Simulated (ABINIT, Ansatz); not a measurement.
# Quasiparticle gap of ZrSe3 (P2_1/m) in ABINIT

Aim: the G0W0 gap of ZrSe3 (P2_1/m) on PBEsol, step by step.

Calculated with ABINIT 10.8.3; PBEsol and many-body steps on it, plane waves.

### 1. Set-up

It takes space group P2_1/m (No. 11, monoclinic). The conventional cell has a = 5.411 Å, b = 3.749 Å, c = 9.444 Å, α = 90.00°, β = 97.48°, γ = 90.00°. Nearest to Zr lie 8 Se at 2.72 to 2.87 Å. Nearest to Se lie 4 Zr at 2.72 to 2.87 Å. Nearest to Se lie 1 Se at 2.34 Å and 2 Zr at 2.73 Å. Se has 1 Se at 2.34 Å and 2 Zr at 2.74 Å nearest. Farther neighbours and most contacts between anions are not listed.

The cell and positions come from the Crystallography Open Database and are kept as given unless a step says otherwise.

### 2. Ground state

This step: ABINIT 10.8.3; DFT, PBEsol, plane waves, norm-conserving pseudopotentials.

The ground-state density comes first.

run.abi

```
acell 3*1.0 Angstrom
rprim 
  5.410900000000 -0.000000000000 -0.000000000000
  -0.000000000000 3.748800000000 0.000000000000
  -1.229420909100 0.000000000000 9.363634990100
ntypat 2
znucl 40 34
natom 8
typat 1 1 2 2 2 2 2 2
xred 
  0.285000000000 0.250000000000 0.656000000000
  0.715000000000 0.750000000000 0.344000000000
  0.762000000000 0.250000000000 0.554000000000
  0.238000000000 0.750000000000 0.446000000000
  0.456000000000 0.250000000000 0.174000000000
  0.544000000000 0.750000000000 0.826000000000
  0.888000000000 0.250000000000 0.169000000000
  0.112000000000 0.750000000000 0.831000000000
pp_dirpath "pseudos"
pseudos "Zr.upf, Se.upf"
ecut 48
ngkpt 4 4 2
nshiftk 1
shiftk 0 0 0
kptopt 1
chksymbreak 0
nband 92
occopt 1
tolvrs 1e-08
nstep 60
prtwf 0
optforces 0
optstress 0
indata_prefix "in"
outdata_prefix "out"
tmpdata_prefix "tmp"
```

Started as:

```bash
$ OMP_NUM_THREADS=1 mpirun -n 4 abinit run.abi > log
```

Numbers of over 12 decimals in the logs are rounded to 6 here.

Output:

```text
.Version 10.8.3 of ABINIT. v10.8.2 released Aug 2026.

 Symmetries : space group P2_1/m (# 11); Bravais mP (primitive monocl.)
================================================================================
 Values of the parameters that define the memory need of the present run
     intxc =       0    ionmov =       0      iscf =       7    lmnmax =       6
     lnmax =       6     mgfft =     120  mpssoang =       3    mqgrid =    5519
     natom =       8  nloc_mem =       1    nspden =       1   nspinor =       1
    nsppol =       1      nsym =       4    n1xccc =    2501    ntypat =       2
    occopt =       1   xclevel =       2
-    mband =          92        mffmem =           1         mkmem =           5
       mpw =       20404          nfft =      368640          nkpt =          18
================================================================================
  Rough estimation (10% accuracy) of disk space for files :
================================================================================

--------------------------------------------------------------------------------
------------- Echo of variables that govern the present computation ------------
--------------------------------------------------------------------------------
 -outvars: echo values of preprocessed input variables --------
            acell      1.8897261259E+00  1.8897261259E+00  1.8897261259E+00 Bohr

      chksymbreak           0
             ecut      4.80000000E+01 Hartree
-          fftalg         312

              ixc     -116133
              kpt      0.00000000E+00  0.00000000E+00  0.00000000E+00
                       2.50000000E-01  0.00000000E+00  0.00000000E+00
                       5.00000000E-01  0.00000000E+00  0.00000000E+00
                       0.00000000E+00  2.50000000E-01  0.00000000E+00
                       2.50000000E-01  2.50000000E-01  0.00000000E+00
                       5.00000000E-01  2.50000000E-01  0.00000000E+00
                       0.00000000E+00  5.00000000E-01  0.00000000E+00
                       2.50000000E-01  5.00000000E-01  0.00000000E+00
                       5.00000000E-01  5.00000000E-01  0.00000000E+00
   [... 7 further rows ...]
                       2.50000000E-01  5.00000000E-01  5.00000000E-01
                       5.00000000E-01  5.00000000E-01  5.00000000E-01
         kptrlatt        4    0    0      0    4    0      0    0    2
          kptrlen      2.83368212E+01
P           mkmem           5
            natom           8
            nband          92
            ngfft          64      48     120
             nkpt          18
            nstep          60
             nsym           4
           ntypat           2
              occ      2.000000  2.000000  2.000000  2.000000  2.000000  2.000000
                       2.000000  2.000000  2.000000  2.000000  2.000000  2.000000
                       2.000000  2.000000  2.000000  2.000000  2.000000  2.000000
                       2.000000  2.000000  2.000000  2.000000  2.000000  2.000000
                       2.000000  2.000000  2.000000  2.000000  2.000000  2.000000
                       2.000000  2.000000  2.000000  2.000000  2.000000  2.000000
                       2.000000  2.000000  2.000000  2.000000  2.000000  2.000000
                       2.000000  2.000000  2.000000  2.000000  2.000000  2.000000
                       2.000000  2.000000  2.000000  2.000000  2.000000  2.000000
   [... 5 further rows ...]
                       0.000000  0.000000  0.000000  0.000000  0.000000  0.000000
                       0.000000  0.000000
        optforces           0
        optstress           0
            prtwf           0
            rprim      5.4109000000E+00 -0.0000000000E+00 -0.0000000000E+00
[...]
spgroup          11

           tolvrs      1.00000000E-08

             xred      2.8500000000E-01  2.5000000000E-01  6.5600000000E-01
[...]
znucl       40.00000   34.00000

================================================================================

 chkinp: Checking input parameters for consistency.

================================================================================
== DATASET  1 ==================================================================
-   mpi_nproc: 4, omp_nthreads: 1 (-1 if OMP is not activated)

--- !DatasetInfo
iteration_state: {dtset: 1, }
dimensions: {natom: 8, nkpt: 18, mband: 92, nsppol: 1, nspinor: 1, nspden: 1, mpw: 20404, }
cutoff_energies: {ecut:  48.0, pawecutdg:  -1.0, }
electrons: {nelect:   1.68000000E+02, charge:   0.00000000E+00, occopt:   1.00000000E+00, tsmear:   1.00000000E-02, }

 Real(R)+Recip(G) space primitive vectors, cartesian coordinates (Bohr,Bohr^-1):
 R(1)= 10.2251191  0.0000000  0.0000000  G(1)=  0.0977984  0.0000000  0.0128407
 R(2)=  0.0000000  7.0842053  0.0000000  G(2)=  0.0000000  0.1411591  0.0000000
 R(3)= -2.3232688  0.0000000 17.6947057  G(3)=  0.0000000  0.0000000  0.0565141
 Unit cell volume ucvol=  1.2817486E+03 bohr^3
 Angles (23,13,12)=  9.00000000E+01  9.74800000E+01  9.00000000E+01 degrees

 getcut: wavevector=  0.0000  0.0000  0.0000  ngfft=  64  48 120
         ecut(hartree)=     48.000   => boxcut(ratio)=   2.00692

--- Pseudopotential description ------------------------------------------------
- Zr Generated using ONCVPSP code by D. R. Hamann
[...]
================================================================================

--- !BeginCycle
iteration_state: {dtset: 1, }
solver: {iscf: 7, nstep: 60, nline: 4, wfoptalg: 0, }
tolerances: {tolvrs: 1.00E-08, }

     iter   Etot(hartree)      deltaE(h)  residm     vres2
 ETOT  1  -2115.6280251635    -2.116E+03 1.667E+00 7.600E+03
 ETOT  2  -2129.2069986794    -1.358E+01 3.880E-02 8.888E+03
 ETOT  3  -2129.9350642867    -7.281E-01 2.825E-02 9.914E+02
 ETOT  4  -2130.0371394328    -1.021E-01 1.700E-02 2.147E+02
 ETOT  5  -2130.0610815578    -2.394E-02 3.673E-02 9.301E+00
 ETOT  6  -2130.0616941721    -6.126E-04 5.748E-03 6.673E+00
 ETOT  7  -2130.0618138002    -1.196E-04 4.118E-03 1.106E-01
 ETOT  8  -2130.0618158257    -2.025E-06 6.028E-03 1.070E-01
 ETOT  9  -2130.0618226590    -6.833E-06 3.033E-03 2.313E-03
 ETOT 10  -2130.0618228138    -1.548E-07 2.236E-03 6.164E-05
 ETOT 11  -2130.0618228168    -3.003E-09 1.237E-03 7.346E-06
 ETOT 12  -2130.0618228171    -2.674E-10 2.397E-03 2.982E-07
 ETOT 13  -2130.0618228170     7.367E-11 2.637E-03 6.040E-08
 ETOT 14  -2130.0618228172    -1.642E-10 3.059E-03 3.022E-09

 At SCF step   14       vres2   =  3.02E-09 < tolvrs=  1.00E-08 =>converged.

--- !ResultsGS
iteration_state: {dtset: 1, }
comment   : Summary of ground state results
lattice_vectors:
- [ 10.2251191,  -0.0000000,  -0.0000000, ]
- [ -0.0000000,   7.0842053,   0.0000000, ]
- [ -2.3232688,   0.0000000,  17.6947057, ]
lattice_lengths: [  10.22512,    7.08421,   17.84657, ]
lattice_angles: [ 90.000,  97.480,  90.000, ] # degrees, (23, 13, 12)
lattice_volume:   1.2817486E+03
convergence: {deltae: -1.642E-10, res2:  3.022E-09, residm:  3.059E-03, diffor:  0.000E+00, }
etotal    :  -2.13006182E+03
entropy   :   0.00000000E+00
fermie    :   2.38806341E-01
cartesian_stress_tensor: null
pressure_GPa: null
xred      :
- [  2.8500E-01,   2.5000E-01,   6.5600E-01, Zr]
- [  7.1500E-01,   7.5000E-01,   3.4400E-01, Zr]
- [  7.6200E-01,   2.5000E-01,   5.5400E-01, Se]
- [  2.3800E-01,   7.5000E-01,   4.4600E-01, Se]
- [  4.5600E-01,   2.5000E-01,   1.7400E-01, Se]
- [  5.4400E-01,   7.5000E-01,   8.2600E-01, Se]
- [  8.8800E-01,   2.5000E-01,   1.6900E-01, Se]
- [  1.1200E-01,   7.5000E-01,   8.3100E-01, Se]
cartesian_forces: null
force_length_stats: {min: null, max: null, mean: null, }

 Integrated electronic density in atomic spheres:
 ------------------------------------------------
 Atom  Sphere_radius  Integrated_density
[...]
================================================================================

 ----iterations are completed or convergence reached----

 Mean square residual over all n,k,spin=   27.522E-07; max=  30.587E-04
 reduced coordinates (array xred) for    8 atoms
[...]
0.238000000000      0.750000000000      0.446000000000
       0.456000000000      0.250000000000      0.174000000000
       0.544000000000      0.750000000000      0.826000000000
       0.888000000000      0.250000000000      0.169000000000
       0.112000000000      0.750000000000      0.831000000000
 rms dE/dt=  0.0000E+00; max dE/dt=  0.0000E+00; dE/dt below (all hartree)
    1       0.000000000000      0.000000000000      0.000000000000
    2       0.000000000000      0.000000000000      0.000000000000
    3       0.000000000000      0.000000000000      0.000000000000
    4       0.000000000000      0.000000000000      0.000000000000
    5       0.000000000000      0.000000000000      0.000000000000
    6       0.000000000000      0.000000000000      0.000000000000
    7       0.000000000000      0.000000000000      0.000000000000
    8       0.000000000000      0.000000000000      0.000000000000

 cartesian coordinates (angstrom) at end:
    1      0.735606     0.937200     6.142545
    2      3.445873     2.811600     3.221090
    3      3.442007     0.937200     5.187454
    4      0.739472     2.811600     4.176181
    5      2.253451     0.937200     1.629272
    6      1.928028     2.811600     7.734363
    7      4.597107     0.937200     1.582454
    8     -0.415628     2.811600     7.781181
 length scales=  1.889726125908  1.889726125908  1.889726125908 bohr
              =  1.000000000000  1.000000000000  1.000000000000 angstroms
 prteigrs : about to open file out_EIG
 Fermi (or HOMO) energy (hartree) =   0.23881   Average Vxc (hartree)=  -0.38856
 Eigenvalues (hartree) for nkpt=  18  k points:
 kpt#   1, nband= 92, wtk=  0.03125, kpt=  0.0000  0.0000  0.0000 (reduced coord)
  -7.39389   -7.39389   -7.39328   -7.39328   -7.36372   -7.36372   -5.18261   -5.18261
  -5.18205   -5.18205   -5.17398   -5.17398   -5.17382   -5.17382   -5.17330   -5.17330
  -5.17315   -5.17315   -5.14702   -5.14702   -5.14674   -5.14674   -5.14603   -5.14603
  -1.56196   -1.56193   -1.52302   -1.52302   -1.51961   -1.51961   -1.51911   -1.51911
  -1.51898   -1.51898   -1.51787   -1.51787   -1.51764   -1.51764   -1.51084   -1.51083
  -1.51071   -1.51071   -1.51009   -1.51008   -1.50997   -1.50997   -1.48659   -1.48654
  -1.48648   -1.48647   -1.48580   -1.48576   -1.48574   -1.48569   -1.48538   -1.48537
  -0.75968   -0.75862   -0.75524   -0.75500   -0.75291   -0.75224   -0.31018   -0.29820
  -0.23585   -0.19788   -0.16860   -0.16779    0.01812    0.03137    0.06677    0.07250
   0.07871    0.12225    0.12829    0.14647    0.16542    0.19778    0.20719    0.21257
   0.21328    0.21695    0.23451    0.23881    0.26249    0.27650    0.33640    0.34367
   0.35061    0.35448    0.36892    0.36924
 prteigrs : prtvol=0 or 1, do not print more k-points.

--- !EnergyTerms
iteration_state     : {dtset: 1, }
comment             : Components of total free energy in Hartree
kinetic             :  9.05429333675655E+02
hartree             :  8.73398837803157E+02
xc                  : -1.91315596940560E+02
Ewald energy        : -9.29402595844536E+02
psp_core            :  2.48313850052819E+01
local_psp           : -2.30838322091720E+03
non_local_psp       : -5.04619965598988E+02
total_energy        : -2.13006182281719E+03
total_energy_eV     : -5.79619349884970E+04
band_energy         : -3.78649859837559E+02

== END DATASET(S) ==============================================================
================================================================================

 -outvars: echo values of variables after computation  --------
           etotal     -2.1300618228E+03
            nband          92
             nkpt          18
          spgroup          11
 [... the other variables as echoed above ...]

 Calculation completed.
```

Elapsed: 11 min, on 4 MPI ranks of Arm Neoverse V1, shared host; peak memory 1.1 GiB; 44 min of CPU time.

Numbers from this step:

```
total energy               : -57961.9350 eV
gap                        : 0.3157 eV
k of the valence top       : 0, 0, 0
k of the conduction bottom : 0.5, 0, 0
least direct gap           : 0.5875 eV
```

The gap is indirect, with the least direct gap 0.27 eV higher.

### 3. Empty states on the mesh, 2×4×1 mesh, 336 bands

The sums over transitions need many empty states on a uniform mesh; this step solves for them.

run.abi: that of step 2 with these lines changed.

```diff
@@ -21,3 +21,3 @@
 ecut 48
-ngkpt 4 4 2
+ngkpt 2 4 1
 nshiftk 1
@@ -26,9 +26,10 @@
 chksymbreak 0
-nband 92
-occopt 1
-tolvrs 1e-08
+iscf -2
+irdden 1
+istwfk *1
+nband 336
+nbdbuf 30
+tolwfr 1e-09
 nstep 60
-prtwf 0
-optforces 0
-optstress 0
+prtvol 0
 indata_prefix "in"
```

Output:

```text
.Version 10.8.3 of ABINIT. v10.8.2 released Aug 2026.

 Symmetries : space group P2_1/m (# 11); Bravais mP (primitive monocl.)
[... echo of the input left out ...]
== DATASET  1 ==================================================================
-   mpi_nproc: 4, omp_nthreads: 1 (-1 if OMP is not activated)

--- !DatasetInfo
iteration_state: {dtset: 1, }
dimensions: {natom: 8, nkpt: 6, mband: 336, nsppol: 1, nspinor: 1, nspden: 1, mpw: 20400, }
cutoff_energies: {ecut:  48.0, pawecutdg:  -1.0, }
electrons: {nelect:   1.68000000E+02, charge:   0.00000000E+00, occopt:   1.00000000E+00, tsmear:   1.00000000E-02, }

 Real(R)+Recip(G) space primitive vectors, cartesian coordinates (Bohr,Bohr^-1):
 R(1)= 10.2251191  0.0000000  0.0000000  G(1)=  0.0977984  0.0000000  0.0128407
 R(2)=  0.0000000  7.0842053  0.0000000  G(2)=  0.0000000  0.1411591  0.0000000
 R(3)= -2.3232688  0.0000000 17.6947057  G(3)=  0.0000000  0.0000000  0.0565141
 Unit cell volume ucvol=  1.2817486E+03 bohr^3
 Angles (23,13,12)=  9.00000000E+01  9.74800000E+01  9.00000000E+01 degrees

 getcut: wavevector=  0.0000  0.0000  0.0000  ngfft=  64  48 120
         ecut(hartree)=     48.000   => boxcut(ratio)=   2.00692

--- Pseudopotential description ------------------------------------------------
- Zr Generated using ONCVPSP code by D. R. Hamann
- 40.00000  12.00000  180301                  znucl, zion, pspdat
12 -116133 2 -1 1604                          pspcod,pspxc,lmax,lloc,mmax
     nproj     2     2     2
  pspatm : epsatm=   18.88750569
         --- l  ekb(1:nproj) -->
             0   10.584966    0.890424
             1    5.814585    0.741293
             2    1.525459    0.487901
 pspatm: atomic psp has been read  and splines computed

- Se Generated using ONCVPSP code by D. R. Hamann
- 34.00000  24.00000  180301                  znucl, zion, pspdat
12 -116133 2 -1 1198                          pspcod,pspxc,lmax,lloc,mmax
     nproj     2     2     2
  pspatm : epsatm=   25.27915816
         --- l  ekb(1:nproj) -->
[...]
pspatm: atomic psp has been read  and splines computed

--------------------------------------------------------------------------------

================================================================================
 prteigrs : about to open file out_EIG
 Non-SCF case, kpt    1 (  0.00000  0.00000  0.00000), residuals and eigenvalues=
  2.78E-10  9.05E-10  7.59E-10  2.95E-10  9.18E-10  9.33E-10  3.12E-10  5.63E-10
  4.71E-10  4.02E-10  4.99E-10  3.81E-10  3.99E-10  4.03E-10  4.30E-10  4.01E-10
  4.33E-10  4.46E-10  3.32E-10  3.89E-10  3.02E-10  3.71E-10  4.55E-10  3.60E-10
[...]
-7.3939E+00 -7.3939E+00 -7.3933E+00 -7.3933E+00 -7.3637E+00 -7.3637E+00
 -5.1826E+00 -5.1826E+00 -5.1820E+00 -5.1820E+00 -5.1740E+00 -5.1740E+00
 -5.1738E+00 -5.1738E+00 -5.1733E+00 -5.1733E+00 -5.1732E+00 -5.1732E+00
[...]
2.3841E+00  2.3915E+00  2.3948E+00  2.4133E+00  2.4295E+00  2.4361E+00
  2.4376E+00  2.4452E+00  2.4482E+00  2.4625E+00  2.4728E+00  2.4892E+00
 prteigrs : prtvol=0 or 1, do not print more k-points.

--- !ResultsGS
iteration_state: {dtset: 1, }
comment   : Summary of ground state results
lattice_vectors:
- [ 10.2251191,  -0.0000000,  -0.0000000, ]
- [ -0.0000000,   7.0842053,   0.0000000, ]
- [ -2.3232688,   0.0000000,  17.6947057, ]
lattice_lengths: [  10.22512,    7.08421,   17.84657, ]
lattice_angles: [ 90.000,  97.480,  90.000, ] # degrees, (23, 13, 12)
lattice_volume:   1.2817486E+03
convergence: {deltae:  0.000E+00, res2:  0.000E+00, residm:  9.943E-10, diffor:  0.000E+00, }
etotal    :  -2.13006182E+03
entropy   :   0.00000000E+00
fermie    :   2.38806341E-01
cartesian_stress_tensor: null
pressure_GPa: null
xred      :
- [  2.8500E-01,   2.5000E-01,   6.5600E-01, Zr]
- [  7.1500E-01,   7.5000E-01,   3.4400E-01, Zr]
- [  7.6200E-01,   2.5000E-01,   5.5400E-01, Se]
- [  2.3800E-01,   7.5000E-01,   4.4600E-01, Se]
- [  4.5600E-01,   2.5000E-01,   1.7400E-01, Se]
- [  5.4400E-01,   7.5000E-01,   8.2600E-01, Se]
- [  8.8800E-01,   2.5000E-01,   1.6900E-01, Se]
- [  1.1200E-01,   7.5000E-01,   8.3100E-01, Se]
cartesian_forces: null
force_length_stats: {min: null, max: null, mean: null, }

 Integrated electronic density in atomic spheres:
 ------------------------------------------------
 Atom  Sphere_radius  Integrated_density
[...]
================================================================================

 ----iterations are completed or convergence reached----

 Mean square residual over all n,k,spin=   39.765E-11; max=  99.435E-11
 reduced coordinates (array xred) for    8 atoms
[...]
0.888000000000      0.250000000000      0.169000000000
       0.112000000000      0.750000000000      0.831000000000

 cartesian coordinates (angstrom) at end:
    1      0.735606     0.937200     6.142545
    2      3.445873     2.811600     3.221090
    3      3.442007     0.937200     5.187454
[...]
7      4.597107     0.937200     1.582454
    8     -0.415628     2.811600     7.781181
 length scales=  1.889726125908  1.889726125908  1.889726125908 bohr
              =  1.000000000000  1.000000000000  1.000000000000 angstroms
 prteigrs : about to open file out_EIG
 Eigenvalues (hartree) for nkpt=   6  k points:
 kpt#   1, nband=336, wtk=  0.12500, kpt=  0.0000  0.0000  0.0000 (reduced coord)
[...]
2.36335    2.36590    2.37432    2.38219    2.38411    2.39153    2.39483    2.41334
   2.42953    2.43613    2.43761    2.44521    2.44819    2.46247    2.47284    2.48925
 prteigrs : prtvol=0 or 1, do not print more k-points.

== END DATASET(S) ==============================================================
================================================================================

 -outvars: echo values of variables after computation  --------
            nband         336
             nkpt           6
          spgroup          11
 [... the other variables as echoed above ...]

 Calculation completed.
```

The job ended after 16 min (4 MPI ranks; peak memory 1.2 GiB).

This step gave:

```
gap                                                           : 0.3157 eV
k of the valence top                                          : 0, 0, 0
k of the conduction bottom                                    : 0.5, 0, 0
least direct gap                                              : 0.6242 eV
k points computed                                             : 6
lowest point of the top converged band, above the valence top : 55.2013 eV
```

On this mesh the gap is 0.316 eV.

(Part 1 of 2 ends here.)

[Paths, hosts, dates, memory and timing lines, banners, echoed tables and standing remarks are left out of the program output.]

[Logs are printed without paths, hosts, clocks, repeated set-up lines and the standing remarks that a program may print on its own settings, such as how far it seeks lower states.]

[Runs of the session that timed out or met a known fault of the program may be left out.]

[Hosts, paths, dates, database ids (printed as entryN), source tags and the programs' standing remarks are cut or masked in the printed files.]

[G0W0 gaps are taken among the corrected bands and points alone; a level outside them can change the order at an edge.]

[Where Ansatz stands beside ABINIT at settings called matched, ABINIT's density can come from a denser mesh and the files from another edition; pairs whose starting gaps differed by over 0.03 eV were left out, so agreement reads better than it is.]
